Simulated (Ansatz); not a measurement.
# KBr (Fm-3m): phonons against volume, part 4 of 5

Which modes of KBr drive its thermal expansion?

Measurements to reproduce:
- volume expansion coefficient 116.1 1e-6/K and heat capacity C_P per formula unit 52.3 J/mol/K near room temperature (given in “High-Throughput Prediction of Finite-Temperature Properties using the Quasi-Harmonic Approximation”, 2016, arXiv:1603.06924)
- volume expansion coefficient 117.6 1e-6/K near room temperature (given in “Descriptors for thermal expansion in solids”, 2017, arXiv:1701.03966)

Ansatz 0.2.0; DFT LDA, scalar-relativistic, plane waves, PAW.

So far, highest frequency (cm⁻¹): step 6 (lattice dynamics at this volume, V/V0 1) 172.

### Step 9. Single point at a scaled cell, V/V0 0.985

Symmetry fixes every atom, so a single point at the scaled cell gives the energy and pressure of this member.

The cell differs from the one that the last finished run ended in (a 4.528 → 4.483 Å, b 4.528 → 4.483 Å, c 4.528 → 4.483 Å).

Input file input.yaml:

```yaml
crystal:
  lattice:
    - [0.0, 3.169775243, 3.169775243]
    - [3.169775243, 0.0, 3.169775243]
    - [3.169775243, 3.169775243, 0.0]
  atoms:
    - { symbol: K, position: [0.0, 0.0, 0.0] }
    - { symbol: Br, position: [0.5, 0.5, 0.5] }
kpoints:
  mp_grid: { grid: [8, 8, 8] }
hamiltonian:
  xc: lda
scf:
  occupations: { method: fixed }
output:
  forces: true
  stress: true
  eigenvalues: true
```

Started as:

```
$ ansatz run input.yaml --threads 4 --pin off --max-ram 16384MiB --backend cpu --events-out ev --progress --plain --runs-dir out
```

Numbers of over 12 decimals in the logs are rounded to 6 here.

What it wrote:

```text
[...]
Crystal: 2 atoms, lattice volume = 63.696 Å³
Basis set: ecut = 420 eV, 1243 PW (Γ)
Bands: 12, of which v1, the nominal top of the filled ones, is band 8 counted from 1 (7 counted from 0)
Symmetry: 48 space group operations
[...]
k-points: 29 of 512
[...]
P = ⅓ Tr σ = 0.3184 GPa (3.184 kbar)
--- Band table (eV; the first three rows and the last of 29) ---
  k-point 0: bands = [... 4 lower, -9.2482, 1.6745, 1.6745, 1.6745, 6.0408, 9.0219, 9.0219, 9.0219]
  k-point 1: bands = [... 4 lower, -9.2002, 1.3757, 1.5990, 1.5990, 6.5026, 8.9197, 9.2321, 9.2321]
  k-point 2: bands = [... 4 lower, -9.0900, 0.7972, 1.4270, 1.4270, 7.4194, 9.0003, 9.8184, 9.8184]
  k-point 28: bands = [... 4 lower, -9.1332, 0.9552, 0.9552, 0.9631, 8.8829, 8.8829, 10.1055, 10.8961]
[key lines of the parts left out:]
SCF converged after 6 iterations
Free energy (F): -4193.637010 eV
Fermi energy:    1.674496 eV
```

Wall time 0.41 s (4 threads of Intel Xeon Platinum 8488C (Sapphire Rapids), shared host); peak memory 0.36 GiB.

The run ends at a pressure of 0.32 GPa.

### Step 10. Phonons, V/V0 0.985

Phonons at this volume give one point of F(V, T); meshes stay fixed along the series.

input.yaml, the sections that differ from step 9:

```yaml
output:
  eigenvalues: true
phonons:
  method: dfpt
  dielectric: true
  rigid_motions: translations
  qmesh: [4, 4, 4]
  temperatures: { t_max: 1000, t_step: 50 }
  qpath:
    path:
      - [[0.0, 0.0, 0.0], [0.5, 0.0, 0.5], [0.625, 0.25, 0.625]]
      - [[0.375, 0.375, 0.75], [0.0, 0.0, 0.0], [0.5, 0.5, 0.5], [0.5, 0.25, 0.75], [0.5, 0.0, 0.5]]
    npoints: 10
# crystal, kpoints, hamiltonian, scf: as in step 9
```

What it wrote:

```text
[...]
Crystal: 2 atoms, lattice volume = 63.696 Å³
Basis set: ecut = 420 eV, 1243 PW (Γ), exchange–correlation on 60×60×60 points (8 copies of the dense FFT grid, shifted against one another)
Bands: 12, of which v1, the nominal top of the filled ones, is band 8 counted from 1 (7 counted from 0)
Symmetry: 48 space group operations
k-points: 59 of 512 (irreducible under 8 space group operations, time reversal used)
[...]
optical modes at Γ + LO–TO along q̂ = [0.0000, 1.0000, 0.0000]:
      ω (cm⁻¹)  modes    IR ((D/Å)²/amu)
        134.44      2             2.1191
        175.61      1             1.0596
  optical modes at Γ + LO–TO along q̂ = [0.0000, 0.0000, 1.0000]:
      ω (cm⁻¹)  modes    IR ((D/Å)²/amu)
        134.44      2             2.1191
        175.61      1             1.0596
--- Phonons (arbitrary-q DFPT): 8 irreducible q on the 4×4×4 mesh ---
[...]
interpolated dispersion: 63 rows × 6 modes
[...]
[key lines of the parts left out:]
SCF converged after 8 iterations
Free energy (F): -4193.637009 eV
Fermi energy:    1.674398 eV
```

It took 50 s on 4 threads; peak memory 1.1 GiB.

LO-TO term included. The phonon branches at the labelled points (cm⁻¹):

```
    point  branch 1  branch 2  branch 3  branch 4  branch 5  branch 6
        Γ         0         0         0       134       134       176
  halfway        28        28        91       137       137       144
        X        39        39        69       140       140       147
  halfway        45        51        68       137       140       146
        U        60        64        74       131       140       145
jump to K        60        64        74       131       140       145
  halfway        36        71        81       118       138       158
        Γ         0         0         0       134       134       176
  halfway        52        52        65       127       127       169
        L        82        82        99       114       114       158
  halfway        70        71        90       121       132       149
        W        58        58        87       125       143       143
  halfway        45        63        66       134       141       146
        X        39        39        69       140       140       147
```

The phonon branches as a text plot (rows in cm⁻¹):

```
    172 |***                      ***********
    165 |   *                    *           **
    157 |    **                 *              ******
    150 |            **        *                     ***       **
    143 |      *  **************                        *********
    135 |***********   ***      ***********           **     ***
    128 |                 **      ***      ***       *   ****
    121 |                   *   **            **   ******
    113 |                    ***                ****
    106 |
     99 |       *            **                 ****
     91 |      * *          *  *               *    *****
     84 |         **       * ** *             *  **      ***
     77 |    **           * *  *             * **  ***      *
     70 |           ****** *    **            *       **     ****
     62 |   *           ****     *          **          *  ***
     55 |                *  *     **       **            ***  *
     48 |              **    **   **                        ** *
     40 |  *      *****        *    *     **                  ***
     33 |       **              *   *     *
     26 |    ***                 *       *
     18 | * *                     ****   *
     11 |  *                         *  *
      4 |**                           **
         Γ           X  U|K            Γ         L        W     X
```

No mode is imaginary beyond numerical noise at the solved wavevectors. The highest zone-centre mode (no LO–TO term) moved by +3.5 % for a volume change of -1.5 %.

### Step 11. A cell at another volume, V/V0 1.03

Symmetry fixes every atom, so a single point at the scaled cell gives the energy and pressure of this member.

The cell differs from the one that the last finished run ended in (a 4.483 → 4.550 Å, b 4.483 → 4.550 Å, c 4.483 → 4.550 Å).

input.yaml, the sections that differ from step 10:

```yaml
crystal:
  lattice:
    - [0.0, 3.2173289525, 3.2173289525]
    - [3.2173289525, 0.0, 3.2173289525]
    - [3.2173289525, 3.2173289525, 0.0]
  atoms:
    - { symbol: K, position: [0.0, 0.0, 0.0] }
    - { symbol: Br, position: [0.5, 0.5, 0.5] }
output:
  forces: true
  stress: true
  eigenvalues: true
# kpoints, hamiltonian, scf: as in step 10
# phonons: removed
```

What it wrote:

```text
[...]
Crystal: 2 atoms, lattice volume = 66.606 Å³
Basis set: ecut = 420 eV, 1291 PW (Γ)
Bands: 12, of which v1, the nominal top of the filled ones, is band 8 counted from 1 (7 counted from 0)
Symmetry: 48 space group operations
[...]
k-points: 29 of 512
[...]
P = ⅓ Tr σ = -0.5561 GPa (-5.561 kbar)
--- Band table (eV; the first three rows and the last of 29) ---
  k-point 0: bands = [... 4 lower, -9.6651, 1.3295, 1.3295, 1.3295, 5.5646, 8.6871, 8.6871, 8.6871]
  k-point 1: bands = [... 4 lower, -9.6226, 1.0522, 1.2621, 1.2621, 6.0066, 8.5789, 8.8881, 8.8881]
  k-point 2: bands = [... 4 lower, -9.5252, 0.5133, 1.1081, 1.1081, 6.9152, 8.6103, 9.4491, 9.4491]
  k-point 28: bands = [... 4 lower, -9.5641, 0.6481, 0.6481, 0.6750, 8.5021, 8.5021, 9.5893, 10.3650]
[key lines of the parts left out:]
SCF converged after 6 iterations
Free energy (F): -4193.634485 eV
Fermi energy:    1.329473 eV
```

Elapsed: 0.41 s, on 4 threads; peak memory 0.37 GiB; 1.1 s of CPU time.

The run ends at a pressure of -0.56 GPa.

### Step 12. Lattice dynamics at this volume, V/V0 1.03

Phonons at this volume give one point of F(V, T); meshes stay fixed along the series.

input.yaml, the sections that differ from step 11:

```yaml
output:
  eigenvalues: true
phonons:
  method: dfpt
  dielectric: true
  rigid_motions: translations
  qmesh: [4, 4, 4]
  temperatures: { t_max: 1000, t_step: 50 }
  qpath:
    path:
      - [[0.0, 0.0, 0.0], [0.5, 0.0, 0.5], [0.625, 0.25, 0.625]]
      - [[0.375, 0.375, 0.75], [0.0, 0.0, 0.0], [0.5, 0.5, 0.5], [0.5, 0.25, 0.75], [0.5, 0.0, 0.5]]
    npoints: 10
# crystal, kpoints, hamiltonian, scf: as in step 11
```

What it wrote:

```text
[...]
Crystal: 2 atoms, lattice volume = 66.606 Å³
Basis set: ecut = 420 eV, 1291 PW (Γ), exchange–correlation on 64×64×64 points (8 copies of the dense FFT grid, shifted against one another)
Bands: 12, of which v1, the nominal top of the filled ones, is band 8 counted from 1 (7 counted from 0)
Symmetry: 48 space group operations
k-points: 59 of 512 (irreducible under 8 space group operations, time reversal used)
[...]
optical modes at Γ + LO–TO along q̂ = [0.0000, 1.0000, 0.0000]:
      ω (cm⁻¹)  modes    IR ((D/Å)²/amu)
        121.26      2             2.1593
        165.57      1             1.0797
  optical modes at Γ + LO–TO along q̂ = [0.0000, 0.0000, 1.0000]:
      ω (cm⁻¹)  modes    IR ((D/Å)²/amu)
        121.26      2             2.1593
        165.57      1             1.0797
--- Phonons (arbitrary-q DFPT): 8 irreducible q on the 4×4×4 mesh ---
[...]
interpolated dispersion: 63 rows × 6 modes
[...]
[key lines of the parts left out:]
SCF converged after 8 iterations
Free energy (F): -4193.634485 eV
Fermi energy:    1.329355 eV
```

Elapsed: 50 s, on 4 threads; peak memory 1.1 GiB; 3.2 min of CPU time.

No mode is imaginary beyond numerical noise at the solved wavevectors. The highest zone-centre mode (no LO–TO term) moved by -6.7 % for a volume change of +3.0 %.

### Step 13. A cell at another volume, V/V0 0.97

Symmetry fixes every atom, so a single point at the scaled cell gives the energy and pressure of this member.

The cell differs from the one that the last finished run ended in (a 4.550 → 4.460 Å, b 4.550 → 4.460 Å, c 4.550 → 4.460 Å).

input.yaml, the sections that differ from step 12:

```yaml
crystal:
  lattice:
    - [0.0, 3.1536026389, 3.1536026389]
    - [3.1536026389, 0.0, 3.1536026389]
    - [3.1536026389, 3.1536026389, 0.0]
  atoms:
    - { symbol: K, position: [0.0, 0.0, 0.0] }
    - { symbol: Br, position: [0.5, 0.5, 0.5] }
output:
  forces: true
  stress: true
  eigenvalues: true
# kpoints, hamiltonian, scf: as in step 12
# phonons: removed
```

What it wrote:

```text
[...]
Crystal: 2 atoms, lattice volume = 62.726 Å³
Basis set: ecut = 420 eV, 1243 PW (Γ)
Bands: 12, of which v1, the nominal top of the filled ones, is band 8 counted from 1 (7 counted from 0)
Symmetry: 48 space group operations
[...]
k-points: 29 of 512
[...]
P = ⅓ Tr σ = 0.6664 GPa (6.664 kbar)
--- Band table (eV; the first three rows and the last of 29) ---
  k-point 0: bands = [... 4 lower, -9.1020, 1.7978, 1.7978, 1.7978, 6.2112, 9.1398, 9.1398, 9.1398]
  k-point 1: bands = [... 4 lower, -9.0518, 1.4914, 1.7192, 1.7192, 6.6798, 9.0398, 9.3532, 9.3532]
  k-point 2: bands = [... 4 lower, -8.9368, 0.8987, 1.5407, 1.5407, 7.5975, 9.1396, 9.9483, 9.9483]
  k-point 28: bands = [... 4 lower, -8.9816, 1.0655, 1.0655, 1.0658, 9.0169, 9.0169, 10.2868, 11.0829]
[key lines of the parts left out:]
SCF converged after 6 iterations
Free energy (F): -4193.634045 eV
Fermi energy:    1.797790 eV
```

Elapsed: 0.4 s, on 4 threads; peak memory 0.36 GiB; 1.1 s of CPU time.

The run ends at a pressure of 0.67 GPa.

### Step 14. Lattice dynamics at this volume, V/V0 0.97

The same q-mesh and k-mesh are kept at every volume, so that much of their error can cancel in the differences.

input.yaml, the sections that differ from step 13:

```yaml
output:
  eigenvalues: true
phonons:
  method: dfpt
  dielectric: true
  rigid_motions: translations
  qmesh: [4, 4, 4]
  temperatures: { t_max: 1000, t_step: 50 }
  qpath:
    path:
      - [[0.0, 0.0, 0.0], [0.5, 0.0, 0.5], [0.625, 0.25, 0.625]]
      - [[0.375, 0.375, 0.75], [0.0, 0.0, 0.0], [0.5, 0.5, 0.5], [0.5, 0.25, 0.75], [0.5, 0.0, 0.5]]
    npoints: 10
# crystal, kpoints, hamiltonian, scf: as in step 13
```

What it wrote:

```text
[...]
Crystal: 2 atoms, lattice volume = 62.726 Å³
Basis set: ecut = 420 eV, 1243 PW (Γ), exchange–correlation on 60×60×60 points (8 copies of the dense FFT grid, shifted against one another)
Bands: 12, of which v1, the nominal top of the filled ones, is band 8 counted from 1 (7 counted from 0)
Symmetry: 48 space group operations
k-points: 59 of 512 (irreducible under 8 space group operations, time reversal used)
[...]
optical modes at Γ + LO–TO along q̂ = [0.0000, 1.0000, 0.0000]:
      ω (cm⁻¹)  modes    IR ((D/Å)²/amu)
        139.05      2             2.1052
        179.21      1             1.0526
  optical modes at Γ + LO–TO along q̂ = [0.0000, 0.0000, 1.0000]:
      ω (cm⁻¹)  modes    IR ((D/Å)²/amu)
        139.05      2             2.1052
        179.21      1             1.0526
--- Phonons (arbitrary-q DFPT): 8 irreducible q on the 4×4×4 mesh ---
[...]
interpolated dispersion: 63 rows × 6 modes
[...]
[key lines of the parts left out:]
SCF converged after 8 iterations
Free energy (F): -4193.634044 eV
Fermi energy:    1.797694 eV
```

The job ended after 49 s (4 threads; peak memory 1.1 GiB; 3.1 min of CPU time).

No mode is imaginary beyond numerical noise at the solved wavevectors. The highest zone-centre mode (no LO–TO term) moved by +7.0 % for a volume change of -3.0 %.

### Step 15. Single point at a scaled cell, V/V0 1.05

Symmetry fixes every atom, so a single point at the scaled cell gives the energy and pressure of this member.

The cell differs from the one that the last finished run ended in (a 4.460 → 4.579 Å, b 4.460 → 4.579 Å, c 4.460 → 4.579 Å).

input.yaml, the sections that differ from step 14:

```yaml
crystal:
  lattice:
    - [0.0, 3.2380197395, 3.2380197395]
    - [3.2380197395, 0.0, 3.2380197395]
    - [3.2380197395, 3.2380197395, 0.0]
  atoms:
    - { symbol: K, position: [0.0, 0.0, 0.0] }
    - { symbol: Br, position: [0.5, 0.5, 0.5] }
output:
  forces: true
  stress: true
  eigenvalues: true
# kpoints, hamiltonian, scf: as in step 14
# phonons: removed
```

What it wrote:

```text
[...]
Crystal: 2 atoms, lattice volume = 67.900 Å³
Basis set: ecut = 420 eV, 1363 PW (Γ)
Bands: 12, of which v1, the nominal top of the filled ones, is band 8 counted from 1 (7 counted from 0)
Symmetry: 48 space group operations
[...]
k-points: 29 of 512
[...]
P = ⅓ Tr σ = -0.8749 GPa (-8.749 kbar)
--- Band table (eV; the first three rows and the last of 29) ---
  k-point 0: bands = [... 4 lower, -9.8405, 1.1872, 1.1872, 1.1872, 5.3684, 8.5466, 8.5466, 8.5466]
  k-point 1: bands = [... 4 lower, -9.8001, 0.9187, 1.1230, 1.1230, 5.8019, 8.4361, 8.7439, 8.7439]
  k-point 2: bands = [... 4 lower, -9.7076, 0.3963, 0.9761, 0.9761, 6.7049, 8.4490, 9.2942, 9.2942]
  k-point 28: bands = [... 4 lower, -9.7448, 0.5221, 0.5221, 0.5559, 8.3424, 8.3424, 9.3724, 10.1422]
[key lines of the parts left out:]
SCF converged after 6 iterations
Free energy (F): -4193.628682 eV
Fermi energy:    1.187152 eV
```

Wall time 0.4 s (4 threads); peak memory 0.34 GiB.

The run ends at a pressure of -0.87 GPa.

### Step 16. Phonons, V/V0 1.05

The same q-mesh and k-mesh are kept at every volume, so that much of their error can cancel in the differences.

input.yaml, the sections that differ from step 15:

```yaml
output:
  eigenvalues: true
phonons:
  method: dfpt
  dielectric: true
  rigid_motions: translations
  qmesh: [4, 4, 4]
  temperatures: { t_max: 1000, t_step: 50 }
  qpath:
    path:
      - [[0.0, 0.0, 0.0], [0.5, 0.0, 0.5], [0.625, 0.25, 0.625]]
      - [[0.375, 0.375, 0.75], [0.0, 0.0, 0.0], [0.5, 0.5, 0.5], [0.5, 0.25, 0.75], [0.5, 0.0, 0.5]]
    npoints: 10
# crystal, kpoints, hamiltonian, scf: as in step 15
```

What it wrote:

```text
[...]
Crystal: 2 atoms, lattice volume = 67.900 Å³
Basis set: ecut = 420 eV, 1363 PW (Γ), exchange–correlation on 64×64×64 points (8 copies of the dense FFT grid, shifted against one another)
Bands: 12, of which v1, the nominal top of the filled ones, is band 8 counted from 1 (7 counted from 0)
Symmetry: 48 space group operations
k-points: 59 of 512 (irreducible under 8 space group operations, time reversal used)
[...]
optical modes at Γ + LO–TO along q̂ = [0.0000, 1.0000, 0.0000]:
      ω (cm⁻¹)  modes    IR ((D/Å)²/amu)
        115.69      2             2.1764
        161.45      1             1.0882
  optical modes at Γ + LO–TO along q̂ = [0.0000, 0.0000, 1.0000]:
      ω (cm⁻¹)  modes    IR ((D/Å)²/amu)
        115.69      2             2.1764
        161.45      1             1.0882
--- Phonons (arbitrary-q DFPT): 8 irreducible q on the 4×4×4 mesh ---
[...]
interpolated dispersion: 63 rows × 6 modes
[...]
[key lines of the parts left out:]
SCF converged after 9 iterations
Free energy (F): -4193.628681 eV
Fermi energy:    1.187014 eV
```

Elapsed: 50 s, on 4 threads; peak memory 1.2 GiB; 3.2 min of CPU time.

No mode is imaginary beyond numerical noise at the solved wavevectors. The highest zone-centre mode (no LO–TO term) moved by -11.0 % for a volume change of +5.0 %.

(Part 4 of 5 ends here.)

[Logs are printed without paths, hosts, clocks, repeated set-up lines and the standing remarks that a program may print on its own settings, such as how far it seeks lower states.]

[Hosts, paths, dates, database ids (printed as entryN), source tags and the programs' standing remarks are cut or masked in the printed files.]

[A step with changed settings may run another functional than the one named; its input shows which.]

[Of the runs on displaced cells, only some may be shown.]
